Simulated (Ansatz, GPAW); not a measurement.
**Cutoff, mesh and smearing for a 8-layer slab of W(100)**

Aim: the settings at which the work function of a 8-layer slab of W(100) stops moving.

Main program and level: GPAW 26.7.0 and Ansatz 0.2.0; Ansatz plane waves; slab in vacuum with a dipole correction, relaxation, in the first sound run; inputs show where later runs differ.

## Step 1: Starting point

The cell holds 8 atoms: 8 W. Cell: a = 3.160 Å, b = 3.160 Å, c = 29.060 Å, α = 90.0°, β = 90.0°, γ = 90.0°. Vacuum lies along c.

## Step 2: Relaxing the atoms

Forces are removed first; all later runs use this geometry. The lowest 4 atoms are held at bulk positions and keep their forces.

The input, input.yaml:

```yaml
crystal:
  lattice:
    - [3.16, 0.0, 0.0]
    - [0.0, 3.16, 0.0]
    - [0.0, 0.0, 29.06]
  atoms:
    - { symbol: W, position: [0.5, 0.5, 0.3097040606] }
    - { symbol: W, position: [0.0, 0.0, 0.364074329] }
    - { symbol: W, position: [0.5, 0.5, 0.4184445974] }
    - { symbol: W, position: [0.0, 0.0, 0.4728148658] }
    - { symbol: W, position: [0.5, 0.5, 0.5271851342] }
    - { symbol: W, position: [0.0, 0.0, 0.5815554026] }
    - { symbol: W, position: [0.5, 0.5, 0.635925671] }
    - { symbol: W, position: [0.0, 0.0, 0.6902959394] }
kpoints:
  mp_grid: { grid: [10, 10, 1] }
hamiltonian:
  xc: pbe
scf:
  occupations: { method: fermi_dirac, width: 0.1 }
efield:
  axis: 3
  dipole_correction: true
  ramp_width: 0.05
relax:
  f_tol: 0.02
  max_steps: 60
  constraints: [{ sites: [0, 1, 2, 3] }]
output:
  write_potential: true
  write_density: true
  volumetric_format: npy
```

Started as:

```console
> ansatz run input.yaml --threads 4 --pin off --max-ram 8192MiB --backend cpu --events-out ev --progress --plain --runs-dir out
```

Numbers of over 12 decimals in the logs are rounded to 6 here.

What it wrote:

```text
Engine: ansatz 0.2.0, x86_64-unknown-linux-gnu
Pseudopotentials: kind: paw
Pseudopotential: W, paw, valence charge 14, recommended cutoff 420 eV (normal), W.paw.azcp
Functional definition: PBE
  parameter kappa = 0.804
  parameter beta = 0.066725
  exchange = pbe_x(kappa = kappa, mu = beta*pi^2/3)
  correlation = pbe_c(beta = beta)
Crystal: 8 atoms, lattice volume = 290.182 Å³
Basis set: ecut = 420 eV, 5681 PW (Γ), exchange–correlation on 48×48×400 points (8 copies of the dense FFT grid, shifted against one another)
Bands: 68, of which v1, the nominal top of the filled ones, is band 56 counted from 1 (55 counted from 0)
Symmetry: 8 space group operations
k-points: 21 of 100
Non-local potential: W, projectors of the file, l = 0: 3, l = 1: 2, l = 2: 2, l = 3: 1
PAW form: soft (Blöchl's): semilocal exchange-correlation on the pseudo side does not see the compensation charge
PAW one-centre angular grid: W, 590 points (default); XC on 64 Gauss nodes
Initial density: superposition of atomic densities (neutral atoms: chi_scale 0, normalization atom), corrected by the library's trained network
Initial wavefunctions: pseudopotential atomic-orbital guess
Functional: x = pbe(κ = 0.804, μ = 0.219515), c = pbe(β = 0.066725)
SCF iter   1: F=—  HF=-83073.409687 eV  |F-HF|=—  |Δ(HF+E_count)|=         —  Δρ=5.24e-3  dr2=1.81e-1  ethr=1.77e-3  p=0.000 e·Å  D=1.55e-13 V/Å  ΔV_dip=-0.00 eV  dr2_dipole=5.50e-8  V_vac-E_F(+/−)=4.29/4.29 eV  ⟨swp⟩=8.8  Hψ=6626  notcnv=0
efield: sawtooth ramp at fractional position 0.9750 (placed from the atoms, in the widest stretch of the axis that holds none; the zero of the levels goes with the place), width 0.0500; the density the first Hamiltonian is built on has a dipole p = 0.000 e·Å; the dipole correction subtracts the counter field D = 1.55e-13 V/Å, which shifts the + side's vacuum level by -0.00 eV against the − side's; the planar-averaged density in the ramp window peaks in size at 1.1e-5 e/Å³
preconditioner: auto → LDOS  [metal: Δε(μ)=0.015 eV  Ē_g=4.650 eV  σ=0.100 eV  W_gap=0.04  n_scr=64 (ndim 8)  ℏωp=15.1 eV  f_vac=0.494  D(μ)=7.44/eV (n_scr^D=46)  β→1.0]
SCF iter   2: F=—  HF=-83073.391462 eV  |F-HF|=—  |Δ(HF+E_count)|=   1.82e-2  Δρ=2.83e-3  dr2=5.49e-2  ethr=1.62e-4  p=-0.000 e·Å  D=-7.03e-6 V/Å  ΔV_dip=0.00 eV  dr2_dipole=1.95e-8  V_vac-E_F(+/−)=4.21/4.21 eV  ⟨swp⟩=2.6  Hψ=2401  notcnv=0  defer=2
SCF iter   3: F=—  HF=-83073.389122 eV  |F-HF|=—  |Δ(HF+E_count)|=   2.34e-3  Δρ=1.14e-3  dr2=1.01e-2  ethr=4.90e-5  p=-0.000 e·Å  D=-4.34e-6 V/Å  ΔV_dip=0.00 eV  dr2_dipole=1.36e-8  V_vac-E_F(+/−)=4.22/4.22 eV  ⟨swp⟩=2.2  Hψ=1953  notcnv=0  defer=2
SCF iter   4: F=—  HF=-83073.388718 eV  |F-HF|=—  |Δ(HF+E_count)|=   4.05e-4  Δρ=3.56e-4  dr2=4.22e-4  ethr=9.00e-6  p=-0.000 e·Å  D=-2.57e-6 V/Å  ΔV_dip=0.00 eV  dr2_dipole=8.43e-10  V_vac-E_F(+/−)=4.21/4.21 eV  ⟨swp⟩=2.4  Hψ=1932  notcnv=0  defer=2
SCF iter   5: F=—  HF=-83073.388851 eV  |F-HF|=—  |Δ(HF+E_count)|=   1.33e-4  Δρ=1.27e-4  dr2=4.67e-5  ethr=3.77e-7  p=-0.000 e·Å  D=-7.38e-7 V/Å  ΔV_dip=0.00 eV  dr2_dipole=5.88e-11  V_vac-E_F(+/−)=4.21/4.21 eV  ⟨swp⟩=3.3  Hψ=2610  notcnv=0  defer=1
SCF iter   6: F=-83073.388895 eV  HF=-83073.388890 eV  |F-HF|=4.24e-6  |Δ(HF+E_count)|=   3.97e-5  Δρ=3.98e-5  dr2=6.42e-6  ethr=8.93e-9  p=-0.000 e·Å  D=-2.26e-7 V/Å  ΔV_dip=0.00 eV  dr2_dipole=6.56e-11  V_vac-E_F(+/−)=4.21/4.21 eV  ⟨swp⟩=15.3  Hψ=15676  notcnv=0
SCF 1 converged in 6 iterations: F = -83073.388895 eV  dr2 = 6.42e-6
  greatest PAW one-centre occupation: 1.000 electrons in one spin orbital (limit 2), on the W atom at site 7 (counted from 0), in its partial waves of l = 0
relax step   1: F+E_penalty+E_count = -83073.38889461 eV  Δ(F+E_penalty+E_count) = +0.000e0 eV  max|allowed force component| = 1.674e0 eV/Å  Δτ_max = 0.0000 Å  (6 SCF iters, dr2 threshold 1.00e-5 eV, accepted)
Initial density: handed on by an earlier stage of this run
Initial wavefunctions: those handed on with the density
SCF iter   1: F=—  HF=-83073.368369 eV  |F-HF|=—  |Δ(HF+E_count)|=         —  Δρ=1.36e-2  dr2=6.94e0  ethr=3.10e-3  p=-0.000 e·Å  D=-1.45e-7 V/Å  ΔV_dip=0.00 eV  dr2_dipole=3.56e0  V_vac-E_F(+/−)=4.29/4.29 eV  ⟨swp⟩=6.5  Hψ=4073  notcnv=0
efield: sawtooth ramp at fractional position 0.9750 (handed on by an earlier solve), width 0.0500; the density the first Hamiltonian is built on has a dipole p = -0.000 e·Å; the dipole correction subtracts the counter field D = -1.45e-7 V/Å, which shifts the + side's vacuum level by +0.00 eV against the − side's; the planar-averaged density in the ramp window peaks in size at 1.5e-6 e/Å³
preconditioner: auto → LDOS  [metal: Δε(μ)=0.009 eV  Ē_g=4.755 eV  σ=0.100 eV  W_gap=0.02  n_scr=64 (ndim 8)  ℏωp=15.1 eV  f_vac=0.500  D(μ)=6.77/eV (n_scr^D=38)  β→1.0]
SCF iter   2: F=—  HF=-83073.230845 eV  |F-HF|=—  |Δ(HF+E_count)|=   1.38e-1  Δρ=4.04e-3  dr2=3.70e-1  ethr=3.10e-3  p=0.009 e·Å  D=5.71e-3 V/Å  ΔV_dip=-0.17 eV  dr2_dipole=1.04e-1  V_vac-E_F(+/−)=4.03/4.19 eV  ⟨swp⟩=2.2  Hψ=1952  notcnv=0  defer=1
SCF iter   3: F=—  HF=-83073.213607 eV  |F-HF|=—  |Δ(HF+E_count)|=   1.72e-2  Δρ=1.63e-3  dr2=4.80e-2  ethr=3.30e-4  p=0.001 e·Å  D=8.10e-4 V/Å  ΔV_dip=-0.02 eV  dr2_dipole=3.52e-3  V_vac-E_F(+/−)=4.19/4.22 eV  ⟨swp⟩=3.1  Hψ=2283  notcnv=0  defer=2
SCF iter   4: F=—  HF=-83073.208730 eV  |F-HF|=—  |Δ(HF+E_count)|=   4.88e-3  Δρ=3.67e-4  dr2=1.39e-3  ethr=4.29e-5  p=0.004 e·Å  D=2.62e-3 V/Å  ΔV_dip=-0.08 eV  dr2_dipole=2.83e-4  V_vac-E_F(+/−)=4.13/4.21 eV  ⟨swp⟩=2.4  Hψ=2117  notcnv=0
SCF iter   5: F=—  HF=-83073.208582 eV  |F-HF|=—  |Δ(HF+E_count)|=   1.48e-4  Δρ=1.35e-4  dr2=1.48e-4  ethr=1.24e-6  p=0.004 e·Å  D=2.79e-3 V/Å  ΔV_dip=-0.08 eV  dr2_dipole=7.25e-6  V_vac-E_F(+/−)=4.13/4.21 eV  ⟨swp⟩=2.7  Hψ=2426  notcnv=0
SCF iter   6: F=-83073.208563 eV  HF=-83073.208592 eV  |F-HF|=2.86e-5  |Δ(HF+E_count)|=   9.50e-6  Δρ=4.35e-5  dr2=2.46e-5  ethr=8.93e-8  p=0.005 e·Å  D=2.84e-3 V/Å  ΔV_dip=-0.08 eV  dr2_dipole=1.20e-5  V_vac-E_F(+/−)=4.12/4.21 eV  ⟨swp⟩=13.6  Hψ=14695  notcnv=0
SCF 2 converged in 6 iterations: F = -83073.208563 eV  dr2 = 2.46e-5
  greatest PAW one-centre occupation: 1.000 electrons in one spin orbital (limit 2), on the W atom at site 0 (counted from 0), in its partial waves of l = 0
relax step   2: F+E_penalty+E_count = -83073.20856324 eV  Δ(F+E_penalty+E_count) = +1.803e-1 eV  max|allowed force component| = 2.836e0 eV/Å  Δτ_max = 0.1917 Å  (6 SCF iters, dr2 threshold 1.00e-4 eV, rejected (line search))
iter 1 solved again at ethr=2.67e-3 eV; its pass at ethr=3.10e-3 eV (dr2=2.99e0 eV) is discarded
[...]
SCF iter   6: F=—  HF=-83073.511478 eV  |F-HF|=—  |Δ(HF+E_count)|=   7.91e-5  Δρ=3.96e-5  dr2=8.67e-6  ethr=3.48e-8  p=0.005 e·Å  D=3.23e-3 V/Å  ΔV_dip=-0.09 eV  dr2_dipole=2.64e-6  V_vac-E_F(+/−)=4.11/4.20 eV  ⟨swp⟩=2.1  Hψ=2111  notcnv=0
SCF iter   7: F=—  HF=-83073.511484 eV  |F-HF|=—  |Δ(HF+E_count)|=   5.93e-6  Δρ=1.71e-5  dr2=1.12e-6  ethr=7.74e-9  p=0.005 e·Å  D=3.18e-3 V/Å  ΔV_dip=-0.09 eV  dr2_dipole=7.73e-9  V_vac-E_F(+/−)=4.11/4.20 eV  ⟨swp⟩=2.4  Hψ=1929  notcnv=0
SCF iter   8: F=—  HF=-83073.511485 eV  |F-HF|=—  |Δ(HF+E_count)|=   9.17e-7  Δρ=5.54e-6  dr2=1.91e-7  ethr=1.00e-9  p=0.005 e·Å  D=3.17e-3 V/Å  ΔV_dip=-0.09 eV  dr2_dipole=5.26e-8  V_vac-E_F(+/−)=4.11/4.20 eV  ⟨swp⟩=3.0  Hψ=2380  notcnv=0
SCF iter   9: F=-83073.511486 eV  HF=-83073.511486 eV  |F-HF|=2.53e-8  |Δ(HF+E_count)|=   1.72e-7  Δρ=2.08e-6  dr2=2.40e-8  ethr=8.93e-11  p=0.005 e·Å  D=3.16e-3 V/Å  ΔV_dip=-0.09 eV  dr2_dipole=4.45e-9  V_vac-E_F(+/−)=4.11/4.20 eV  ⟨swp⟩=12.3  Hψ=11340  notcnv=0
SCF 3 converged in 9 iterations: F = -83073.511486 eV  dr2 = 2.40e-8
relax step   3: F+E_penalty+E_count = -83073.51148553 eV  Δ(F+E_penalty+E_count) = -1.226e-1 eV  max|allowed force component| = 3.469e-1 eV/Å  Δτ_max = 0.0951 Å  (9 SCF iters, accepted)
[...]
relax step   4: F+E_penalty+E_count = -83073.51588201 eV  Δ(F+E_penalty+E_count) = -4.396e-3 eV  max|allowed force component| = 4.305e-2 eV/Å  Δτ_max = 0.0426 Å  (6 SCF iters, dr2 threshold 7.52e-6 eV, accepted)
SCF iter   1: F=—  HF=-83073.517124 eV  |F-HF|=—  |Δ(HF+E_count)|=         —  Δρ=9.98e-4  dr2=2.89e-2  ethr=1.03e-4  p=0.004 e·Å  D=2.80e-3 V/Å  ΔV_dip=-0.08 eV  dr2_dipole=1.28e-2  V_vac-E_F(+/−)=4.12/4.20 eV  ⟨swp⟩=2.0  Hψ=2329  notcnv=0
efield: sawtooth ramp at fractional position 0.9750 (handed on by an earlier solve), width 0.0500; the density the first Hamiltonian is built on has a dipole p = 0.004 e·Å; the dipole correction subtracts the counter field D = 2.80e-3 V/Å, which shifts the + side's vacuum level by -0.08 eV against the − side's; the planar-averaged density in the ramp window peaks in size at 1.6e-6 e/Å³
preconditioner: auto → LDOS  [metal: Δε(μ)=0.022 eV  Ē_g=4.687 eV  σ=0.100 eV  W_gap=0.05  n_scr=64 (ndim 8)  ℏωp=15.1 eV  f_vac=0.496  D(μ)=7.26/eV (n_scr^D=46)  β→1.0]
SCF iter   2: F=—  HF=-83073.516575 eV  |F-HF|=—  |Δ(HF+E_count)|=   5.49e-4  Δρ=3.25e-4  dr2=1.41e-3  ethr=2.58e-5  p=0.005 e·Å  D=3.31e-3 V/Å  ΔV_dip=-0.10 eV  dr2_dipole=1.30e-4  V_vac-E_F(+/−)=4.10/4.20 eV  ⟨swp⟩=1.3  Hψ=1668  notcnv=0
SCF iter   3: F=—  HF=-83073.516550 eV  |F-HF|=—  |Δ(HF+E_count)|=   2.46e-5  Δρ=2.96e-4  dr2=8.93e-4  ethr=1.26e-6  p=0.005 e·Å  D=2.95e-3 V/Å  ΔV_dip=-0.09 eV  dr2_dipole=1.22e-5  V_vac-E_F(+/−)=4.11/4.20 eV  ⟨swp⟩=2.9  Hψ=2350  notcnv=0
SCF iter   4: F=—  HF=-83073.516461 eV  |F-HF|=—  |Δ(HF+E_count)|=   8.96e-5  Δρ=4.04e-5  dr2=9.48e-6  ethr=7.98e-7  p=0.005 e·Å  D=3.03e-3 V/Å  ΔV_dip=-0.09 eV  dr2_dipole=1.40e-7  V_vac-E_F(+/−)=4.11/4.20 eV  ⟨swp⟩=2.0  Hψ=1869  notcnv=0
SCF iter   5: F=—  HF=-83073.516347 eV  |F-HF|=—  |Δ(HF+E_count)|=   1.14e-4  Δρ=1.35e-5  dr2=1.13e-6  ethr=8.47e-9  p=0.005 e·Å  D=3.00e-3 V/Å  ΔV_dip=-0.09 eV  dr2_dipole=1.10e-9  V_vac-E_F(+/−)=4.11/4.20 eV  ⟨swp⟩=3.0  Hψ=2562  notcnv=0
SCF iter   6: F=—  HF=-83073.516347 eV  |F-HF|=—  |Δ(HF+E_count)|=   4.68e-7  Δρ=5.17e-6  dr2=2.78e-7  ethr=1.01e-9  p=0.005 e·Å  D=2.95e-3 V/Å  ΔV_dip=-0.09 eV  dr2_dipole=1.17e-8  V_vac-E_F(+/−)=4.11/4.20 eV  ⟨swp⟩=2.2  Hψ=2031  notcnv=0
SCF iter   7: F=-83073.516348 eV  HF=-83073.516348 eV  |F-HF|=1.41e-9  |Δ(HF+E_count)|=   8.16e-8  Δρ=2.29e-6  dr2=4.44e-8  ethr=8.93e-11  p=0.005 e·Å  D=2.92e-3 V/Å  ΔV_dip=-0.08 eV  dr2_dipole=1.96e-10  V_vac-E_F(+/−)=4.12/4.20 eV  ⟨swp⟩=12.5  Hψ=11445  notcnv=0
SCF 5 converged in 7 iterations: F = -83073.516348 eV  dr2 = 4.44e-8
relax step   5: F+E_penalty+E_count = -83073.51634753 eV  Δ(F+E_penalty+E_count) = -4.655e-4 eV  max|allowed force component| = 4.751e-3 eV/Å  Δτ_max = 0.0128 Å  (7 SCF iters, accepted)
NSCF: frozen V_eff on 21 k-points
the band table was solved once a step of the walk had ended and its energy, with any forces and stress, was formed, with the checks that follow a solve (6917 applications of the Hamiltonian). They found nothing against the state; the energy, forces and stress were not computed again (output.eigenvalues in the input reference)
WARN: The output density's exchange-correlation potential varies sharply where the density is thin. Do not read a vacuum level from v_tot or v_xc, or from such a field of the output density. On a cell that repeats whose density bears no net charge and no dipole along the vacuum's axis use v_es (v_loc + v_h of the components); under efield.dipole_correction with no amplitude use v_es + v_field, which holds any externa [...]
SCF converged after 7 iterations
Free energy (F): -83073.516348 eV
Harris-Foulkes:  -83073.516348 eV  (|F-HF|=1.41e-9)
Internal energy: -83073.280012 eV  (E = F + TS)
E sigma→0 (E₀):  -83073.398180 eV
Entropy (-TS):   -0.236336 eV (-29.542 meV/atom)
Fermi energy:    7.567696 eV
Dipole field:    D = 0.002937 V/Å  (p = 0.004709 e·Å, saw-weighted, corrected)
Work function:   Φ+ = 4.1158 eV   Φ− = 4.2012 eV
Levels:          The Fermi level and band energies are counted from a zero that moves with the ramp; work functions are not
--- Per-component energies (eV) ---
  E_band       = -2307.789053
  E_kinetic    = 3590.832247
  E_local      = -180932.442366  (includes V_loc(G=0)·N_el)
  E_nonlocal   = 9.326421
  E_hartree    = 88963.133214
  E_xc         = -2128.949837
  E_vxc        = -1901.671872  (∫ρ·V_xc dr)
  E_paw        = -68500.423184  (= ΣΔE_a)
  E_vpaw       = -1000.137542  (= ΣTr[D̂ρ^β])
  E_aug_tail   = -0.000464  (compensation charges beyond the density's cutoff)
  E_efield     = 0.000007  (sawtooth field / dipole correction)
  E_vefield    = -0.003214  (∫n·V_field dr)
  E_ewald      = 75925.243950
  E_smearing   = -0.236336  (= −TS)
  E_closure    = 0.000000  (closes the sum)
  Σ components = -83073.516348   (vs F -83073.516348, Δ=0.00e0)
--- Forces (eV/Å), atoms counted from 1 ---
  atom   1  W      0.00000000     0.00000000     1.36758820
  atom   2  W      0.00000000     0.00000000    -1.72209251
  atom   3  W      0.00000000     0.00000000     0.10802716
  atom   4  W     -0.00000000     0.00000000     0.24788050
  atom   5  W     -0.00000000     0.00000000     0.00475094
  atom   6  W      0.00000000     0.00000000    -0.00072284
  atom   7  W      0.00000000     0.00000000    -0.00456370
  atom   8  W      0.00000000     0.00000000    -0.00091356
  max |Σ_I F_I| component: 4.58e-5 eV/Å
--- Band table (eV; the first three rows and the last of 21) ---
  k-point 0: bands = [... 52 lower, 6.9970, 7.2584, 7.2584, 7.2883, 7.3181, 7.3216, 7.7186, 7.9607, ... 8 higher]
  k-point 1: bands = [... 52 lower, 7.0325, 7.0567, 7.1419, 7.2892, 7.6025, 7.7593, 7.8785, 8.0252, ... 8 higher]
  k-point 2: bands = [... 52 lower, 6.7664, 6.8506, 6.9241, 7.8073, 7.8539, 7.9096, 8.1658, 8.2962, ... 8 higher]
  k-point 20: bands = [... 52 lower, 7.5474, 7.5474, 9.5052, 9.5228, 9.6383, 9.6383, 9.7986, 9.7986, ... 8 higher]
--- Relaxed structure (5 steps of the walk, 4 accepted, 0 SCFs on fresh bases) ---
  F+E_penalty+E_count = -83073.51634753 eV   max|allowed force component| = 4.751e-3 eV/Å
  atoms:
    - { symbol: W, position: [0.500000, 0.500000, 0.309704] }
    - { symbol: W, position: [0.0, 0.0, 0.364074329] }
    - { symbol: W, position: [0.500000, 0.500000, 0.418445] }
    - { symbol: W, position: [0.0, 0.0, 0.472815] }
    - { symbol: W, position: [0.500000, 0.500000, 0.528075] }
    - { symbol: W, position: [0, 0.0, 0.582539] }
    - { symbol: W, position: [0.500000, 0.500000, 0.638999] }
    - { symbol: W, position: [0, 0.0, 0.688050] }
```

Elapsed: 32 s, on 4 threads of Intel Xeon Platinum 8375C at 2.90GHz (Ice Lake), shared host; peak memory 0.92 GiB; 2.1 min of CPU time.

The steps of the relaxation:

```csv
step,energy less that of the first step (eV),largest force component (eV/Å)
1,0.0000,1.6742
2,0.1803,2.8364
3,-0.1226,0.3469
4,-0.1270,0.0430
5,-0.1275,0.0048
```

Relaxation step 2 was tried and not accepted.

The run keeps the 8 symmetry operations that it works with, so distortions that break them were not tested.

The atoms that moved most (Å):

```csv
atom,dx,dy,dz,length
W7,0.000,0.000,0.089,0.089
W8,0.000,0.000,-0.065,0.065
W6,0.000,0.000,0.029,0.029
W5,0.000,0.000,0.026,0.026
```

The relaxed structure:

```cif
data_structure
_symmetry_space_group_name_H-M 'P 1'
_symmetry_Int_Tables_number 1
_cell_length_a 3.1600
_cell_length_b 3.1600
_cell_length_c 29.0600
_cell_angle_alpha 90.000
_cell_angle_beta 90.000
_cell_angle_gamma 90.000
_cell_volume 290.18
loop_
_atom_site_label
_atom_site_type_symbol
_atom_site_fract_x
_atom_site_fract_y
_atom_site_fract_z
_atom_site_occupancy
W1 W 0.50000 0.50000 0.30970 1
W2 W 0.00000 0.00000 0.36407 1
W3 W 0.50000 0.50000 0.41844 1
W4 W 0.00000 0.00000 0.47281 1
W5 W 0.50000 0.50000 0.52808 1
W6 W 0.00000 0.00000 0.58254 1
W7 W 0.50000 0.50000 0.63900 1
W8 W 0.00000 0.00000 0.68805 1
```

This step gave:

| Item | Value |
| --- | --- |
| free energy | -83073.5163 eV |
| smearing term TS | 0.2363 eV |
| symmetry operations | 8 |
| upper work function | 4.116 eV |
| lower work function | 4.201 eV |
| dipole along the normal | 0.004709 e·Å |
| dipole field | 0.002937 V/Å |
| vacuum level above | 11.68 eV |
| vacuum level below | 11.77 eV |

The electrostatic potential energy of an electron (with the applied field's), less the Fermi level, planar mean oscillates, so the rows of the table below give means over windows of 1.6 Å about each position, cut where the curve ends. Its maxima inside the range that stand out by 2 % of the span (Å: eV): 9.7: -9.15, 11.3: -9.68, 12.9: -9.56, 14.5: -9.10, 16.1: -9.46, 17.7: -8.62, 19.3: -12.0. Its minima: 9.0: -14.8, 10.6: -15.4, 12.2: -15.4, 13.8: -15.3, 15.4: -15.3, 16.9: -15.2, 18.6: -15.6, 19.9: -15.1.

Table of electrostatic potential energy of an electron (with the applied field's), less the Fermi level, planar mean by z; means over each step:

```
z (Å)  electrostatic potential energy of an electron (with the applied field's), less the Fermi level, planar mean (eV)
 0.80                                                                                                              4.19
 2.40                                                                                                              4.20
 4.00                                                                                                              4.20
 5.60                                                                                                              4.16
 7.20                                                                                                              2.89
 8.80                                                                                                             -10.2
10.40                                                                                                             -12.4
12.00                                                                                                             -12.6
13.60                                                                                                             -12.5
15.20                                                                                                             -12.4
16.80                                                                                                             -12.4
18.40                                                                                                             -12.6
20.00                                                                                                             -11.9
21.60                                                                                                              2.13
23.20                                                                                                              4.06
24.80                                                                                                              4.11
26.40                                                                                                              4.12
28.00                                                                                                              4.12
```

The valence density, planar mean oscillates, so the rows of the table below give means over windows of 1.6 Å about each position, cut where the curve ends. Its maxima inside the range that stand out by 2 % of the span (Å: e/Å³): 9.0: 1.09, 10.6: 1.10, 12.2: 1.11, 13.8: 1.11, 15.4: 1.11, 16.9: 1.11, 18.6: 1.12, 19.9: 1.11. Its minima: 9.7: 0.598, 11.3: 0.582, 12.9: 0.580, 14.5: 0.555, 16.1: 0.577, 17.7: 0.523, 19.3: 0.756.

Valence density, planar mean against z; means over each step:

| z (Å) | valence density, planar mean (e/Å³) |
| --- | --- |
| 4.00 | 3.0e-5 |
| 5.60 | 0.00104 |
| 7.20 | 0.0355 |
| 8.80 | 0.764 |
| 10.40 | 0.885 |
| 12.00 | 0.885 |
| 13.60 | 0.881 |
| 15.20 | 0.877 |
| 16.80 | 0.877 |
| 18.40 | 0.889 |
| 20.00 | 0.855 |
| 21.60 | 0.0591 |
| 23.20 | 0.00155 |
| 24.80 | 4.6e-5 |

The relaxation lowered the energy of the cell by 0.127 eV.

(Part 1 of 3 ends here.)

[Logs are printed without paths, hosts, clocks, repeated set-up lines and the standing remarks that a program may print on its own settings, such as how far it seeks lower states.]

[Hosts, paths, dates, database ids (printed as entryN), source tags and the programs' standing remarks are cut or masked in the printed files.]
